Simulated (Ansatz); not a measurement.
# How fast states decay through Li3SbTe4, part 2 of 2

A new crystal, Li3SbTe4: structure, gap and complex bands. It is built by putting Te for S in the Li3SbS4 structure of space group I-42m, with the volume rescaled by atomic radii. The parent structure comes from the Materials Project.

Ansatz 0.2.0; PBE DFT, plane waves, PAW files (the session's first sound run).

So far, gap on the k-mesh (eV): step 3 (the bulk crystal and its band edges, PBE) 0.724; step 4 (complex bands, plane (001), k-mesh 4×4×4, PBE) 0.723; step 5 (LDA) 0.626.

The structure was built from a prototype and need not be the compound's stable phase.

**6. Complex bands at another level**

This step: LDA DFT, plane waves, PAW files; complex bands by layer matching along the plane's normal (Ansatz 0.2.0).

The complex bands at that level, over its own gap, at (0, 0) and (0.5, 0).

input.yaml

```yaml
crystal:
  lattice:
    - [6.536812143, 0.0, 0.0]
    - [0.0, 6.536812143, 0.0]
    - [3.268406071, 3.268406071, 6.134253017]
  atoms:
    - { symbol: Li, position: [0.5, 0.5, 0.0] }
    - { symbol: Li, position: [0.75, 0.25, 0.5] }
    - { symbol: Li, position: [0.25, 0.75, 0.5] }
    - { symbol: Sb, position: [0.0, 0.0, 0.0] }
    - { symbol: Te, position: [0.3754176617, 0.8887872091, 0.7357951292] }
    - { symbol: Te, position: [0.8887872091, 0.3754176617, 0.7357951292] }
    - { symbol: Te, position: [0.1112127909, 0.1112127909, 0.2642048708] }
    - { symbol: Te, position: [0.6245823383, 0.6245823383, 0.2642048708] }
kpoints:
  mp_grid: { grid: [4, 4, 4] }
scf:
  occupations: { method: fixed }
hamiltonian:
  xc: lda
output:
  eigenvalues: true
  transmission:
    leads: [[0, 0]]
    kpoints: [[0.0, 0.0], [0.5, 0.0]]
    e_range: [-1.0, 1.63]
    de: 0.05
```

On the command line:

```
ansatz run input.yaml --threads 2 --pin off --max-ram 4096MiB --backend cpu --events-out ev --progress --plain --runs-dir out
```

Run time: 67 s. Hardware: 2 threads of AMD EPYC 9R14 (Zen 4), shared host; peak memory 1.6 GiB.

This step gave:

- free energy: -34253.2020 eV
- gap on the k-mesh: 0.6260 eV
- level to which the leads are filled: 0.3130 eV from the Fermi level
- decay constant at the filling level, zone centre: 0.09628 Å⁻¹
- decay constant at the filling level, slowest listed point: 0.0963 Å⁻¹

K parallel (0, 0); values up to 1.5 1/Å, a degenerate pair printed once or twice; energies at which all values exceed this have no row. Im kz of the slowest decaying states against energy, zero at the highest filled level on the SCF mesh:

```
energy (eV)  decay 1 (Å⁻¹)  decay 2 (Å⁻¹)  decay 3 (Å⁻¹)  decay 4 (Å⁻¹)
      -1.00          0.236          0.281          0.573           1.41
      -0.85          0.192          0.291          0.566           1.40
      -0.75          0.119          0.132          0.295          0.560
      -0.60         0.0157         0.0157          0.168          0.199
      -0.50          0.213          0.237          0.292          0.546
      -0.35          0.262          0.273          0.285          0.536
      -0.20          0.274          0.295          0.298          0.525
      -0.10          0.264          0.305          0.317          0.517
       0.00        0.00173         0.0565          0.252          0.312
       0.05         0.0462          0.107          0.245          0.315
       0.15         0.0755          0.163          0.229          0.319
       0.30         0.0963          0.198          0.214          0.322
       0.45          0.103          0.153          0.249          0.322
       0.55         0.0999          0.104          0.267          0.321
       0.70         0.0790          0.289          0.317          0.405
       0.80         0.0273          0.300          0.313          0.411
       0.95          0.305          0.315          0.408          0.418
       1.10          0.117          0.295          0.325          0.387
       1.20          0.143          0.286          0.331          0.372
       1.35          0.167          0.272          0.337          0.346
       1.45          0.177          0.261          0.327          0.340
       1.60          0.186          0.241          0.241          0.291
```

K parallel (0, 0). Table of Re kz of states that move upwards by energy, zero at the highest filled level on the SCF mesh:

```
energy (eV)  channel 1 (Å⁻¹)  channel 2 (Å⁻¹)  channel 3 (Å⁻¹)  channel 4 (Å⁻¹)
      -1.00           -0.328            0.182            0.182            0.271
      -0.90           -0.296            0.300            0.300            0.329
      -0.80           -0.267            0.407            0.440            0.440
      -0.70           -0.240                -                -                -
      -0.60           -0.213                -                -                -
      -0.50           -0.371           -0.371           -0.187                -
      -0.40           -0.306           -0.306           -0.161                -
      -0.25           -0.220           -0.220           -0.119                -
      -0.15           -0.159           -0.159          -0.0883                -
      -0.05          -0.0751          -0.0751          -0.0486                -
       0.00                -                -                -                -
       0.05                -                -                -                -
       0.15                -                -                -                -
       0.25                -                -                -                -
       0.35                -                -                -                -
       0.45                -                -                -                -
       0.55                -                -                -                -
       0.65           -0.451                -                -                -
       0.75           -0.366                -                -                -
       0.85           -0.300           0.0606                -                -
       1.00                -                -                -                -
       1.10                -                -                -                -
       1.20                -                -                -                -
       1.30                -                -                -                -
       1.40                -                -                -                -
       1.50                -                -                -                -
       1.60                -                -                -                -
```

K parallel (0.5, 0); values up to 1.5 1/Å, a degenerate pair printed once or twice; energies at which all values exceed this have no row. Table of Im kz of the slowest decaying states by energy, zero at the highest filled level on the SCF mesh:

```
energy (eV)  decay 1 (Å⁻¹)  decay 2 (Å⁻¹)  decay 3 (Å⁻¹)  decay 4 (Å⁻¹)
     -1.000         0.0893         0.0982          0.797           1.14
     -0.800         0.0281         0.0627          0.760           1.12
     -0.600         0.0180         0.0844          0.129          0.723
     -0.400         0.0506          0.126          0.686           1.08
     -0.200         0.0784          0.217          0.650           1.05
      0.000          0.218          0.262          0.616           1.03
      0.200          0.282          0.290          0.584           1.00
      0.400          0.287          0.325          0.555          0.977
      0.600          0.252          0.365          0.528          0.950
      0.800          0.217          0.389          0.501          0.923
      1.000          0.151          0.407          0.473          0.896
      1.200          0.422          0.437          0.867           1.31
      1.400          0.190          0.409          0.428          0.837
      1.600          0.241          0.385          0.427          0.807
```

At the listed wavevectors the last open channel is at -0.05 eV and the next at +0.65 eV on the grid. At +0.30 eV, the grid energy nearest the filling level (the middle of the gap on the SCF mesh), the slowest state at the listed wavevectors decays with κ = 0.0963 Å⁻¹, its amplitude falling by e over 10 Å; the first such run, plane (001), gave 0.110 Å⁻¹.

**7. A repeat with changed settings: accuracy = "high"**

This step: PBE DFT, plane waves, PAW files; complex bands by layer matching along the plane's normal; changed: accuracy = "high" (Ansatz 0.2.0).

This run repeats an earlier one, its twin (the complex run, plane (001)), with one setting changed (accuracy; files written aside). It is meant to test how the run responds. Where the input is shown as a difference, that is against the step before, not the twin.

input.yaml, as its differences from that of step 6:

```diff
@@ -19,3 +19,3 @@
 hamiltonian:
-  xc: lda
+  xc: pbe
 output:
@@ -25,3 +25,4 @@
     kpoints: [[0.0, 0.0], [0.5, 0.0]]
-    e_range: [-1.0, 1.63]
+    e_range: [-1.0, 1.72]
     de: 0.05
+accuracy: high
```

Wall time 70 s (2 threads); peak memory 1.6 GiB.

Numbers from this step:

| Item | Value |
| --- | --- |
| free energy | -35022.5750 eV |
| Fermi energy | 4.128 eV |
| gap on the k-mesh | 0.7235 eV |
| level to which the leads are filled | 0.3617 eV from the Fermi level |
| decay constant at the filling level, zone centre | 0.1097 Å⁻¹ |
| decay constant at the filling level, slowest listed point | 0.1097 Å⁻¹ |

K parallel (0, 0); values up to 1.5 1/Å, a degenerate pair printed once or twice; energies at which all values exceed this have no row. Im kz of the slowest decaying states against energy, zero at the highest filled level on the SCF mesh:

```
energy (eV)  decay 1 (Å⁻¹)  decay 2 (Å⁻¹)  decay 3 (Å⁻¹)  decay 4 (Å⁻¹)
     -1.000          0.241          0.286          0.591           1.43
     -0.800          0.181          0.301          0.581           1.41
     -0.600         0.0340          0.164          0.207          0.304
     -0.400          0.245          0.271          0.300          0.557
     -0.200          0.288          0.297          0.303          0.543
      0.000        0.00123         0.0638          0.269          0.321
      0.200         0.0908          0.187          0.242          0.331
      0.400          0.113          0.202          0.243          0.334
      0.600          0.116          0.133          0.279          0.332
      0.800         0.0910          0.305          0.326          0.412
      1.000          0.316          0.324          0.421          0.423
      1.200          0.126          0.302          0.336          0.395
      1.400          0.168          0.284          0.345          0.363
      1.600          0.188          0.262          0.324          0.349
```

K parallel (0, 0). Table of Re kz of states that move upwards by energy, zero at the highest filled level on the SCF mesh:

```
energy (eV)  channel 1 (Å⁻¹)  channel 2 (Å⁻¹)  channel 3 (Å⁻¹)  channel 4 (Å⁻¹)
     -1.000           -0.339            0.163            0.163            0.265
     -0.800           -0.276            0.398            0.426            0.426
     -0.600           -0.221                -                -                -
     -0.400           -0.308           -0.308           -0.167                -
     -0.200           -0.191           -0.191           -0.109                -
      0.000                -                -                -                -
      0.200                -                -                -                -
      0.400                -                -                -                -
      0.600                -                -                -                -
      0.800           -0.397                -                -                -
      1.000           -0.248            0.106                -                -
      1.200                -                -                -                -
```

K parallel (0.5, 0); values up to 1.5 1/Å, a degenerate pair printed once or twice; energies at which all values exceed this have no row. The Im kz of the slowest decaying states by energy, zero at the highest filled level on the SCF mesh:

```
energy (eV)  decay 1 (Å⁻¹)  decay 2 (Å⁻¹)  decay 3 (Å⁻¹)  decay 4 (Å⁻¹)
      -1.00          0.103          0.107          0.807           1.16
      -0.85          0.780           1.14           1.49              -
      -0.75         0.0825          0.762           1.13           1.48
      -0.60          0.088          0.129          0.735           1.11
      -0.45         0.0721          0.129          0.707           1.09
      -0.30          0.185           0.68           1.08           1.45
      -0.20         0.0796          0.220          0.662           1.06
      -0.05          0.198          0.257          0.636           1.05
       0.00          0.220          0.267          0.628           1.04
       0.10          0.257          0.283          0.612           1.03
       0.20          0.286          0.296          0.597           1.02
       0.35          0.311          0.318          0.574          0.997
       0.50          0.286          0.349          0.554          0.977
       0.60          0.271          0.367          0.540          0.964
       0.75          0.249          0.388          0.521          0.945
       0.90          0.220          0.403          0.501          0.924
       1.00          0.194          0.412          0.487          0.910
       1.15          0.117          0.423          0.464          0.889
       1.30         0.0386          0.432          0.438          0.868
       1.45          0.179          0.419          0.435          0.846
       1.55          0.213          0.408          0.435          0.831
       1.70          0.246          0.390          0.432          0.808
```

The least decay constant is 0.110 Å⁻¹ against 0.110 Å⁻¹ in the twin: no change within 1 %.

**8. Results**

```yaml
band_gap: 0.724 eV
least_decay_constant_at_mid_gap_normal_to_001: 0.110 Å⁻¹
least_decay_constant_lda: 0.0963 Å⁻¹
```

What this shows: With PBE, the slowest decay at the wavevectors tried is κ = 0.110 Å⁻¹, normal to (001). Through such a film the transmission near mid-gap falls as exp(−2κd), a factor of ten every 10 Å. A free electron under a barrier of half the gap would need a mass of 0.13 mₑ to decay at this rate. With LDA the gap goes from 0.724 to 0.626 eV and the decay constant, over the first 2 listed wavevectors, from 0.110 to 0.0963 Å⁻¹. The compound is made up by substitution; its stability against other phases and against distortions of the cell's symmetry was not tested. A semilocal functional narrows gaps, while spin-orbit coupling, left out here, narrows them in compounds of heavy elements, so the error in κ can go either way.

[Logs are printed without paths, hosts, clocks, repeated set-up lines and the standing remarks that a program may print on its own settings, such as how far it seeks lower states.]

[Hosts, paths, dates, database ids (printed as entryN), source tags and the programs' standing remarks are cut or masked in the printed files.]
